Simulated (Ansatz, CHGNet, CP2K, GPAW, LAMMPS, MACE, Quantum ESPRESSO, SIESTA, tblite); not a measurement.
**A faulty CP2K run on glassy 85GeO2-7MgO-7K2O (mol %) (79 atoms)**

Program: CP2K 2026.2, a calculation on a cell of 23 Ge, 2 Mg, 4 K and 50 O, 15.7 Å³ an atom.

Input file input.inp:

```
&GLOBAL
  PROJECT cell
  RUN_TYPE ENERGY_FORCE
  PRINT_LEVEL LOW
&END GLOBAL
&FORCE_EVAL
  METHOD QS
  STRESS_TENSOR ANALYTICAL
  &DFT
    BASIS_SET_FILE_NAME BASIS_MOLOPT
    POTENTIAL_FILE_NAME GTH_POTENTIALS
    &MGRID
      CUTOFF 1200
      REL_CUTOFF 50
      NGRIDS 5
    &END MGRID
    &QS
      EPS_DEFAULT 1.0E-12
    &END QS
    &SCF
      SCF_GUESS ATOMIC
      EPS_SCF 1.0E-06
      MAX_SCF 25
      &OT
        MINIMIZER DIIS
        PRECONDITIONER FULL_ALL
        ENERGY_GAP 0.001
      &END OT
      &OUTER_SCF
        EPS_SCF 1.0E-06
        MAX_SCF 1
      &END OUTER_SCF
      &PRINT
        &RESTART OFF
        &END RESTART
      &END PRINT
    &END SCF
    &XC
      &XC_FUNCTIONAL PBE
      &END XC_FUNCTIONAL
    &END XC
    &PRINT
      &MULLIKEN ON
      &END MULLIKEN
      &HIRSHFELD ON
        SHAPE_FUNCTION DENSITY
      &END HIRSHFELD
      &MO_CUBES
        NHOMO 1
        NLUMO 4
        WRITE_CUBE F
      &END MO_CUBES
    &END PRINT
  &END DFT
  &SUBSYS
    &CELL
      A 10.74457 0.00000 0.00000
      B 0.00000 10.74457 0.00000
      C 0.00000 0.00000 10.74457
    &END CELL
    &COORD
      Ge 17.00116 12.79072 2.92885
      Ge 3.34407 6.16694 19.69469
      Ge 18.57431 19.44414 8.30597
      Ge 3.95867 18.76030 5.02707
      Ge 16.86553 7.14214 4.19420
      Ge 2.49841 12.91376 6.10542
      Ge 5.50523 19.19501 14.07880
      Ge 10.40743 5.17021 10.94265
      Ge 4.40881 4.67865 11.23218
      Ge 9.83120 0.26233 6.50805
[... 65 atom lines left out ...]
      O 3.48356 9.88663 5.65731
      O 11.03320 15.65196 17.28359
      O 11.90891 10.86732 19.80514
      O 12.25063 7.70131 10.20175
    &END COORD
    &KIND Ge
      BASIS_SET DZVP-MOLOPT-SR-GTH-q4
      POTENTIAL GTH-PBE-q4
    &END KIND
    &KIND Mg
      BASIS_SET DZVP-MOLOPT-SR-GTH-q10
      POTENTIAL GTH-PBE-q10
    &END KIND
    &KIND K
      BASIS_SET DZVP-MOLOPT-SR-GTH-q9
      POTENTIAL GTH-PBE-q9
    &END KIND
    &KIND O
      BASIS_SET DZVP-MOLOPT-SR-GTH-q6
      POTENTIAL GTH-PBE-q6
    &END KIND
  &END SUBSYS
  &PRINT
    &FORCES ON
    &END FORCES
    &STRESS_TENSOR ON
    &END STRESS_TENSOR
  &END PRINT
&END FORCE_EVAL
```

Command:

```sh
$ OMP_NUM_THREADS=1 cp2k.psmp -i input.inp > output.txt
```

Numbers of over 12 decimals in the logs are rounded to 6 here.

The log of the run:

```text
CP2K| version string:                                       CP2K version 2026.2
 CP2K| Input file name                                                 input.inp
 GLOBAL| Basis set file name                                        BASIS_MOLOPT
 GLOBAL| Potential file name                                      GTH_POTENTIALS
 GLOBAL| Run type                                                   ENERGY_FORCE
 GLOBAL| Total number of message passing processes                             1
 GLOBAL| Number of threads for this process                                    1
 TOTAL NUMBERS AND MAXIMUM NUMBERS
  Total number of            - Atomic kinds:                                   4
                             - Atoms:                                         79
                             - Shell sets:                                    79
                             - Shells:                                       399
                             - Primitive Cartesian functions:                380
                             - Cartesian basis functions:                   1100
[... lines left out ...]
 Number of electrons:                                                        448
[... lines left out ...]
  Step     Update method      Time    Convergence         Total energy    Change
[... lines left out ...]
  Core Hamiltonian energy:                                    844.588389
  Hartree energy:                                            1100.231794
  Exchange-correlation energy:                               -244.712079
  Total energy:                                             -1087.110459
  outer SCF iter =    1 RMS gradient =   0.87E-03 energy =      -1087.1104585931
  ----------------------------------- OT ---------------------------------------
  Minimizer      : DIIS                : direct inversion
                                         in the iterative subspace
                                         using   7 DIIS vectors
                                         safer DIIS on
  Preconditioner : FULL_ALL            : diagonalization, state selective
  Precond_solver : DEFAULT
  stepsize       :    0.15000000                  energy_gap     :    0.00100000
  eps_taylor     :   0.10000E-15                  max_taylor     :             4
  ----------------------------------- OT ---------------------------------------
  Step     Update method      Time    Convergence         Total energy    Change
[...]
24 OT DIIS     0.15E+00   16.5     0.00079195     -1087.7633024963 -6.05E-04
    25 OT DIIS     0.15E+00   16.3     0.00046657     -1087.7643200685 -1.02E-03
  Leaving inner SCF loop after reaching    25 steps.
  Electronic density on regular grids:       -448.0000000005       -0.0000000005
  Core density on regular grids:              447.9999999996       -0.0000000004
  Total charge density on r-space grids:       -0.0000000010
  Total charge density g-space grids:          -0.0000000010
  Overlap energy of the core charge distribution:               2.524360
  Self energy of the core charge distribution:              -2789.742922
  Core Hamiltonian energy:                                    842.832534
  Hartree energy:                                            1101.221589
  Exchange-correlation energy:                               -244.599881
  Total energy:                                             -1087.764320
  outer SCF iter =    2 RMS gradient =   0.47E-03 energy =      -1087.7643200685
  outer SCF loop FAILED to converge after    2 iterations or   50 steps
 *   ___                                                                       *
 *  /   \                                                                      *
 * [ABORT]                                                                     *
 *  \___/     SCF run NOT converged. To continue the calculation regardless,   *
 *    |             please set the keyword IGNORE_CONVERGENCE_FAILURE.         *
 *  O/|                                                                        *
 * /| |                                                                        *
```

Wall time 14 min (1 thread of Arm Neoverse V1, shared host); peak memory 3.7 GiB.

Banners, paths, timers and routine set-up lines are dropped from the logs unmarked, and long logs keep their key lines alone; longer cuts are marked.

**Question.** What is wrong with this input?

Coordinates in bohr read as angstrom: coordinates scaled by 1.8897. Mend: give the lengths in ångström, or name the unit.

The run ended unconverged.

[Also dropped from logs without a mark: logging warnings of Python, and SIESTA's first energy breakdown and zero terms.]

[Logs are printed without paths, hosts, clocks, repeated set-up lines and the standing remarks that a program may print on its own settings, such as how far it seeks lower states.]

[Hosts, paths, dates, database ids (printed as entryN), source tags and the programs' standing remarks are cut or masked in the printed files.]
